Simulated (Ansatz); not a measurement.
## ScAl3 (Pm-3m): a volume series of phonon spectra

Wanted: mode Grüneisen parameters of ScAl3 and a free-energy fit over volumes. The starting cell is a computed one from a database.

Program: Ansatz 0.2.0. Level of theory: DFT PBEsol, scalar-relativistic, plane waves, PAW; PAW set soft_1. Results are calculated unless marked as measured.

**Measured values to reproduce.**

For Al3Sc, L12 ordered cubic (bulk crystal, 300 K), “A Combined Experimental and First-Principles Based Assessment of Finite-Temperature Thermodynamic Properties of Intermetallic Al3Sc” (2021, pmc:8067998) quotes earlier work: lattice constant a (a at ambient temperature) 4.103 Å [Literature value at ambient temperature, not corrected to 0 K].

## Step 1: Set-up

Symmetry: Pm-3m, No. 221, cubic system. Conventional cell: a = 4.088 Å, b = 4.088 Å, c = 4.088 Å, α = 90.00°, β = 90.00°, γ = 90.00°. Nearest to Sc lie 12 Al at 2.89 Å. Nearest to Al lie 4 Sc at 2.89 Å and 8 Al at 2.89 Å. Farther neighbours are not listed.

Coordinates:

```cif
data_structure
_symmetry_space_group_name_H-M 'P 1'
_symmetry_Int_Tables_number 1
_cell_length_a 4.0878
_cell_length_b 4.0878
_cell_length_c 4.0878
_cell_angle_alpha 90.000
_cell_angle_beta 90.000
_cell_angle_gamma 90.000
_cell_volume 68.31
loop_
_atom_site_label
_atom_site_type_symbol
_atom_site_fract_x
_atom_site_fract_y
_atom_site_fract_z
_atom_site_occupancy
Sc1 Sc 0.00000 0.00000 0.00000 1
Al2 Al 0.50000 0.00000 0.50000 1
Al3 Al 0.00000 0.50000 0.50000 1
Al4 Al 0.50000 0.50000 0.00000 1
```

## Step 2: A first coarse run

Before spending time, one coarse run tells the gap and the pressure of the starting cell.

File input.yaml:

```yaml
crystal:
  lattice:
    - [4.08780657, 0.0, 0.0]
    - [0.0, 4.08780657, 0.0]
    - [0.0, 0.0, 4.08780657]
  atoms:
    - { symbol: Sc, position: [0.0, 0.0, 0.0] }
    - { symbol: Al, position: [0.5, 0.0, 0.5] }
    - { symbol: Al, position: [0.0, 0.5, 0.5] }
    - { symbol: Al, position: [0.5, 0.5, 0.0] }
kpoints:
  mp_grid: { grid: [4, 4, 4] }
hamiltonian:
  xc: pbesol
  pseudopotentials: { kind: paw, azcp: { folder: soft_1 }, xc_functional: pbe }
scf:
  occupations: { method: gaussian, width: 0.1 }
  lower_state_search: "off"
output:
  forces: true
  stress: true
  eigenvalues: true
```

Started as:

```bash
ansatz run input.yaml --threads 8 --pin off --max-ram 16384MiB --backend cpu --events-out ev --progress --plain --runs-dir out
```

Numbers of over 12 decimals in the logs are rounded to 6 here.

The program printed:

```text
Engine: ansatz 0.2.0, aarch64-unknown-linux-gnu
Pseudopotentials: kind: paw
Pseudopotential: Sc, paw, valence charge 11, recommended cutoff 420 eV (normal), soft_1/Sc.paw.azcp
Pseudopotential: Al, paw, valence charge 3, recommended cutoff 420 eV (normal), soft_1/Al.paw.azcp
Functional definition: PBEsol
  exchange = pbesol_x
  correlation = pbesol_c
Crystal: 4 atoms, lattice volume = 68.308 Å³
Basis set: ecut = 420 eV, 1357 PW (Γ), exchange–correlation on 60×60×60 points (8 copies of the dense FFT grid, shifted against one another)
Bands: 14, of which v1, the nominal top of the filled ones, is band 10 counted from 1 (9 counted from 0)
Symmetry: 48 space group operations
Space group: Pm-3m (ITA 221), of the structure as read, at distance tolerance 4.1e-5 Å
k-points: 10 of 64
Non-local potential: Sc, projectors of the file, l = 0: 3, l = 1: 2, l = 2: 3, l = 3: 1
Non-local potential: Al, projectors of the file, l = 0: 2, l = 1: 2, l = 2: 1
PAW form: soft (Blöchl's): semilocal exchange-correlation on the pseudo side does not see the compensation charge
PAW frozen core: Sc, regenerated for the run's functional, and the local potential with it (the file was generated under x = pbe(κ = 0.804, μ = 0.219515), c = pbe(β = 0.066725))
PAW frozen core: Al, regenerated for the run's functional, and the local potential with it (the file was generated under x = pbe(κ = 0.804, μ = 0.219515), c = pbe(β = 0.066725))
PAW one-centre angular grid: Sc, 590 points (default); XC on 64 Gauss nodes
PAW one-centre angular grid: Al, 110 points (default); XC on 64 Gauss nodes
Initial density: superposition of atomic densities (chi_scale 0.1, normalization cell, long waves kept (reshape's long-wave potential 0.00 eV rms))
Initial wavefunctions: pseudopotential atomic-orbital guess
Functional: x = pbesol(κ = 0.804, μ = 0.123457), c = pbesol(β = 0.046)
SCF iter   1: F=—  HF=-3687.138395 eV  |F-HF|=—  |Δ(HF+E_count)|=         —  Δρ=2.66e-2  dr2=9.90e-1  ethr=3.10e-3  ⟨swp⟩=5.0  Hψ=717  notcnv=0
preconditioner: auto → Resta (q_TF=auto, 2.223 Å⁻¹)  ε∞=9.2  [insulator: Δε(μ)=0.222 eV  Ē_g=5.427 eV  σ=0.100 eV  W_gap=0.64  n_scr=18 (ndim 8)  ℏωp=15.6 eV  f_vac=0.000  D(μ)=4.57/eV (n_scr^D=56)  ε∞_Penn≈9.2]
SCF iter   2: F=—  HF=-3686.906036 eV  |F-HF|=—  |Δ(HF+E_count)|=   2.32e-1  Δρ=1.63e-2  dr2=2.24e-1  ethr=3.10e-3  ⟨swp⟩=2.0  Hψ=254  notcnv=0  defer=1
SCF iter   3: F=—  HF=-3686.805400 eV  |F-HF|=—  |Δ(HF+E_count)|=   1.01e-1  Δρ=7.17e-3  dr2=6.08e-2  ethr=1.12e-3  ⟨swp⟩=2.9  Hψ=267  notcnv=0  defer=1
SCF iter   4: F=—  HF=-3686.786600 eV  |F-HF|=—  |Δ(HF+E_count)|=   1.88e-2  Δρ=1.17e-3  dr2=7.21e-4  ethr=3.04e-4  ⟨swp⟩=2.1  Hψ=222  notcnv=0  defer=1
SCF iter   5: F=—  HF=-3686.786299 eV  |F-HF|=—  |Δ(HF+E_count)|=   3.01e-4  Δρ=1.95e-4  dr2=6.47e-5  ethr=3.60e-6  ⟨swp⟩=2.2  Hψ=208  notcnv=0  defer=1
SCF iter   6: F=—  HF=-3686.786285 eV  |F-HF|=—  |Δ(HF+E_count)|=   1.37e-5  Δρ=2.77e-5  dr2=1.09e-6  ethr=3.24e-7  ⟨swp⟩=2.1  Hψ=174  notcnv=0  defer=1
SCF iter   7: F=-3686.786285 eV  HF=-3686.786285 eV  |F-HF|=7.73e-11  |Δ(HF+E_count)|=   1.82e-7  Δρ=2.16e-6  dr2=2.02e-9  ethr=5.00e-10  ⟨swp⟩=5.3  Hψ=603  notcnv=0
SCF 1 converged in 7 iterations: F = -3686.786285 eV  dr2 = 2.02e-9
  greatest PAW one-centre occupation: 0.998 electrons in one spin orbital (limit 2), on the Sc atom at site 0 (counted from 0), in its partial waves of l = 0
SCF converged after 7 iterations
Free energy (F): -3686.786285 eV
Harris-Foulkes:  -3686.786285 eV  (|F-HF|=7.73e-11)
Internal energy: -3686.761648 eV  (E = F + TS)
E sigma→0 (E₀):  -3686.773967 eV
Entropy (-TS):   -0.024637 eV (-6.159 meV/atom)
Fermi energy:    9.138977 eV
--- Per-component energies (eV) ---
  E_band       = -126.279347
  E_kinetic    = 279.138825
  E_local      = -1010.113244  (includes V_loc(G=0)·N_el)
  E_nonlocal   = 173.946228
  E_hartree    = 404.687606
  E_xc         = -198.753848
  E_vxc        = -195.059596  (∫ρ·V_xc dr)
  E_paw        = -2337.702057  (= ΣΔE_a)
  E_vpaw       = -183.567411  (= ΣTr[D̂ρ^β])
  E_aug_tail   = 0.000032  (compensation charges beyond the density's cutoff)
  E_ewald      = -998.151633
  E_core_change = 0.186442  (= ΣΔE_core)
  E_smearing   = -0.024637  (= −TS)
  E_closure    = 0.000000  (closes the sum)
  Σ components = -3686.786285   (vs F -3686.786285, Δ=0.00e0)
--- Forces (eV/Å), atoms counted from 1 ---
  atom   1  Sc    -0.00000000     0.00000000     0.00000000
  atom   2  Al     0.00000000     0.00000000     0.00000000
  atom   3  Al     0.00000000     0.00000000     0.00000000
  atom   4  Al     0.00000000     0.00000000     0.00000000
  max |Σ_I F_I| component: 1.48e-31 eV/Å
--- Stress (GPa, compression-positive) ---
       -0.885209      -0.000000       0.000000
        0.000000      -0.885209       0.000000
        0.000000       0.000000      -0.885209
  P = ⅓ Tr σ = -0.8852 GPa (-8.852 kbar)
--- Band table (eV; the first three rows and the last of 10) ---
  k-point 0: bands = [... 6 lower, 6.4882, 7.3181, 7.3181, 7.3181, 10.3476, 10.4096, 10.4096, 10.4096]
  k-point 1: bands = [... 6 lower, 6.9204, 7.3703, 7.3703, 8.7815, 10.1911, 10.1911, 10.5680, 11.5426]
  k-point 2: bands = [... 6 lower, 7.4076, 7.4076, 7.6282, 9.9869, 10.1193, 10.1193, 10.4629, 10.7454]
  k-point 9: bands = [... 6 lower, 4.3299, 4.6635, 6.1693, 6.1693, 6.1693, 10.0269, 11.7141, 11.7141]
```

Run time: 0.92 s. Hardware: 8 threads of Arm Neoverse V1, shared host; peak memory 0.34 GiB; 2 s of CPU time.

Numbers from this step:

```
pressure          : -0.8852 GPa
volume per atom   : 17.08 Å³/atom
gap on the k-mesh : 0 eV
```

The start is under -0.89 GPa at this level and looks like a metal on this mesh.

## Step 3: Finding the static equilibrium

The vibrations must be taken about the equilibrium of this functional, not about the starting cell, so the structure is relaxed.

input.yaml, as its differences from that of step 2:

```diff
@@ -11,3 +11,3 @@
 kpoints:
-  mp_grid: { grid: [4, 4, 4] }
+  mp_grid: { grid: [10, 10, 10] }
 hamiltonian:
@@ -22 +22,6 @@
   eigenvalues: true
+relax:
+  adjacent_minimum: "off"
+  f_tol: 0.005
+  max_steps: 80
+  cell: { stress_tol: 0.05 }
```

The program printed:

```text
[...]
Crystal: 4 atoms, lattice volume = 68.308 Å³
Basis set: ecut = 420 eV, 1357 PW (Γ), exchange–correlation on 60×60×60 points (8 copies of the dense FFT grid, shifted against one another)
Bands: 14, of which v1, the nominal top of the filled ones, is band 10 counted from 1 (9 counted from 0)
Symmetry: 48 space group operations
[...]
k-points: 56 of 1000
[...]
SCF iter   1: F=—  HF=-3687.260340 eV  |F-HF|=—  |Δ(HF+E_count)|=         —  Δρ=2.60e-2  dr2=9.17e-1  ethr=3.10e-3  ⟨swp⟩=5.3  Hψ=4197  notcnv=0
[...]
SCF iter   7: F=-3686.907973 eV  HF=-3686.907973 eV  |F-HF|=9.09e-12  |Δ(HF+E_count)|=   2.17e-9  Δρ=2.00e-6  dr2=1.80e-9  ethr=5.00e-10  ⟨swp⟩=3.9  Hψ=2498  notcnv=0
SCF 1 converged in 7 iterations: F = -3686.907973 eV  dr2 = 1.80e-9
[...]
relax step   1: F+E_penalty+E_count = -3686.90797253 eV  Δ(F+E_penalty+E_count) = +0.000e0 eV  max|allowed force component| = 1.048e-30 eV/Å  Δτ_max = 0.0000 Å  P = -1.107 GPa  Ω = 68.308 Å³  (7 SCF iters, dr2 threshold 1.00e-7 eV, accepted)
Crystal: 4 atoms, lattice volume = 66.875 Å³
[...]
iter 1 solved again at ethr=5.89e-6 eV; its pass at ethr=3.10e-3 eV (dr2=1.18e-3 eV) is discarded
[...]
SCF iter   5: F=-3686.909571 eV  HF=-3686.909571 eV  |F-HF|=3.28e-10  |Δ(HF+E_count)|=   2.94e-7  Δρ=3.69e-6  dr2=5.34e-9  ethr=2.00e-9  ⟨swp⟩=4.8  Hψ=3253  notcnv=0
SCF 2 converged in 5 iterations: F = -3686.909571 eV  dr2 = 5.34e-9
relax step   2: F+E_penalty+E_count = -3686.90957101 eV  Δ(F+E_penalty+E_count) = -1.598e-3 eV  max|allowed force component| = 2.794e-31 eV/Å  Δτ_max = 0.0000 Å  P = +0.829 GPa  Ω = 66.875 Å³  energy of the carried Pulay correction = +2.006e-4 eV  (5 SCF iters, dr2 threshold 4.00e-7 eV, accepted)
Crystal: 4 atoms, lattice volume = 67.481 Å³
[...]
SCF iter   4: F=-3686.911012 eV  HF=-3686.911012 eV  |F-HF|=8.73e-8  |Δ(HF+E_count)|=   2.56e-6  Δρ=1.47e-5  dr2=1.44e-7  ethr=2.00e-9  ⟨swp⟩=2.7  Hψ=2748  notcnv=0
SCF 3 converged in 4 iterations: F = -3686.911012 eV  dr2 = 1.44e-7
relax step   3: F+E_penalty+E_count = -3686.91101223 eV  Δ(F+E_penalty+E_count) = -1.441e-3 eV  max|allowed force component| = 3.112e-31 eV/Å  Δτ_max = 0.0000 Å  P = -0.016 GPa  Ω = 67.481 Å³  energy of the carried Pulay correction = +1.152e-4 eV  (4 SCF iters, dr2 threshold 4.00e-7 eV, accepted)
[...]
SCF iter   5: F=-3686.910901 eV  HF=-3686.910901 eV  |F-HF|=5.91e-12  |Δ(HF+E_count)|=  6.78e-11  Δρ=8.48e-8  dr2=7.44e-12  ethr=1.00e-12  ⟨swp⟩=4.1  Hψ=2491  notcnv=0
SCF 4 converged in 5 iterations: F = -3686.910901 eV  dr2 = 7.44e-12
relax step   4: F+E_penalty+E_count = -3686.91090054 eV  Δ(F+E_penalty+E_count) = +1.117e-4 eV  max|allowed force component| = 1.726e-31 eV/Å  Δτ_max = 0.0000 Å  P = -0.019 GPa  Ω = 67.481 Å³  stress off target by 1.87e-2 GPa  SCF on the basis re-selected at this cell (its energy is not comparable with the rows above)  (5 SCF iters)
basis re-selected at this cell: Δ(F+E_penalty+E_count) = +1.117e-4 eV, ΔP = -0.003 GPa vs the last step (what re-selecting the basis moved, of the pressure what is left beyond the Pulay correction that the steps carried, after the strain that the cell walked since its last selection, with what the two solves' SCF thresholds leave and, on support functions, any second-order correction that the steps lacked; it is no m [...]
SCF converged after 5 iterations
Free energy (F): -3686.910901 eV
[...]
Internal energy: -3686.905324 eV  (E = F + TS)
E sigma→0 (E₀):  -3686.908112 eV
Entropy (-TS):   -0.005576 eV (-1.394 meV/atom)
Fermi energy:    9.263135 eV
[...]
--- Stress (GPa, compression-positive) ---
       -0.018726       0.000000       0.000000
        0.000000      -0.018726      -0.000000
        0.000000      -0.000000      -0.018726
  P = ⅓ Tr σ = -0.0187 GPa (-0.187 kbar)
--- Band table (eV; the first three rows and the last of 56) ---
  k-point 0: bands = [... 6 lower, 6.6124, 7.4429, 7.4429, 7.4429, 10.4686, 10.5562, 10.5562, 10.5562]
  k-point 1: bands = [... 6 lower, 6.6847, 7.4530, 7.4530, 7.9570, 10.5023, 10.5023, 10.5859, 10.8612]
  k-point 2: bands = [... 6 lower, 6.8948, 7.4772, 7.4772, 8.5833, 10.3899, 10.3899, 10.6666, 11.6736]
  k-point 55: bands = [... 6 lower, 4.4424, 4.7367, 6.2949, 6.2949, 6.2949, 10.1967, 11.8884, 11.8884]
--- Relaxed structure (3 steps of the walk, 3 accepted, 1 SCFs on fresh bases) ---
  F+E_penalty+E_count = -3686.91090054 eV   max|allowed force component| = 1.726e-31 eV/Å   (the final SCF, on the basis selected at the relaxed cell)
  cell:  # Å, volume = 67.4814 Å³
    - [4.071252, 0, 0]
    - [0, 4.071252, 0.0]
    - [0, 0.0, 4.071252]
  atoms:
    - { symbol: Sc, position: [0, 0, 0] }
    - { symbol: Al, position: [0.5, 0, 0.5] }
    - { symbol: Al, position: [0, 0.5, 0.5] }
    - { symbol: Al, position: [0.5, 0.5, 0] }
```

Wall time 2.5 s (8 threads); peak memory 0.44 GiB.

The steps of the relaxation:

| step | energy less that of the first step (eV) | largest force component (eV/Å) | pressure (GPa) | volume (Å³) |
| --- | --- | --- | --- | --- |
| 1 | 0.0000 | 0.0000 | -1.11 | 68.31 |
| 2 | -0.0016 | 0.0000 | 0.83 | 66.88 |
| 3 | -0.0030 | 0.0000 | -0.02 | 67.48 |
| 4* | -0.0029 | 0.0000 | -0.02 | 67.48 |

Relaxation steps marked * repeat the geometry before them on a plane-wave basis chosen anew for their cell, so energy and pressure can jump there.

The run keeps the 48 symmetry operations that it works with, so distortions that break them were not tested.

| conventional cell, symmetrised | before | after | change |
| --- | --- | --- | --- |
| a (Å) | 4.088 | 4.071 | -0.4 % |
| b (Å) | 4.088 | 4.071 | -0.4 % |
| c (Å) | 4.088 | 4.071 | -0.4 % |
| volume (Å³/atom) | 17.08 | 16.87 | -1.2 % |

The relaxed structure:

```xyz
4
Lattice="4.0713 0.0000 0.0000 0.0000 4.0713 0.0000 0.0000 0.0000 4.0713" Properties=species:S:1:pos:R:3 pbc="T T T"
Sc    0.0000    0.0000    0.0000
Al    2.0356    0.0000    2.0356
Al    0.0000    2.0356    2.0356
Al    2.0356    2.0356    0.0000
```

Numbers from this step:

```yaml
pressure: -0.01873 GPa
volume_per_atom: 16.87 Å³/atom
```

The relaxation ends with a pressure of -0.02 GPa.

## Step 4: Tight relaxation

The relaxation is repeated with tighter thresholds on force and stress, since phonons are sensitive to what is left; a change of mesh or smearing in the input moves the cell too.

input.yaml, the sections that differ from step 3:

```yaml
crystal:
  lattice:
    - [4.07125165, 0.0, 0.0]
    - [0.0, 4.07125165, 0.0]
    - [0.0, 0.0, 4.07125165]
  atoms:
    - { symbol: Sc, position: [0.0, 0.0, 0.0] }
    - { symbol: Al, position: [0.5, 0.0, 0.5] }
    - { symbol: Al, position: [0.0, 0.5, 0.5] }
    - { symbol: Al, position: [0.5, 0.5, 0.0] }
scf:
  occupations: { method: methfessel_paxton, width: 0.2 }
  lower_state_search: "off"
relax:
  adjacent_minimum: "off"
  f_tol: 0.001
  max_steps: 60
  cell: { stress_tol: 0.01 }
# kpoints, hamiltonian, output: as in step 3
```

The program printed:

```text
[...]
Crystal: 4 atoms, lattice volume = 67.481 Å³
Basis set: ecut = 420 eV, 1357 PW (Γ), exchange–correlation on 60×60×60 points (8 copies of the dense FFT grid, shifted against one another)
Bands: 14, of which v1, the nominal top of the filled ones, is band 10 counted from 1 (9 counted from 0)
Symmetry: 48 space group operations
[...]
k-points: 56 of 1000
[...]
k-point 55: bands = [... 6 lower, 4.4444, 4.7378, 6.2971, 6.2971, 6.2971, 10.1996, 11.8911, 11.8911]
--- Relaxed structure (3 steps of the walk, 3 accepted, 1 SCFs on fresh bases) ---
[...]
cell:  # Å, volume = 67.4675 Å³
    - [4.070972, 0, 0]
    - [0, 4.070972, 0]
    - [0, 0, 4.070972]
  atoms:
    - { symbol: Sc, position: [0, 0, 0] }
    - { symbol: Al, position: [0.5, 0, 0.5] }
    - { symbol: Al, position: [0, 0.5, 0.5] }
    - { symbol: Al, position: [0.5, 0.5, 0] }
[key lines of the parts left out:]
SCF converged after 5 iterations
Free energy (F): -3686.906863 eV
Fermi energy:    9.267772 eV
P = ⅓ Tr σ = -0.0001 GPa (-0.001 kbar)
```

Wall time 2.4 s (8 threads); peak memory 0.44 GiB; 15 s of CPU time.

Little changed from the start: no atom moved by 0.005 Å and no cell edge by 0.1 %.

Numbers from this step:

```yaml
pressure: -8.84e-5 GPa
```

The residual pressure is -8.8e-5 GPa, small enough for phonons.

(Continued in part 2 of 3.)

[Logs are printed without paths, hosts, clocks, repeated set-up lines and the standing remarks that a program may print on its own settings, such as how far it seeks lower states.]

[Hosts, paths, dates, database ids (printed as entryN), source tags and the programs' standing remarks are cut or masked in the printed files.]

[A step with changed settings may run another functional than the one named; its input shows which.]


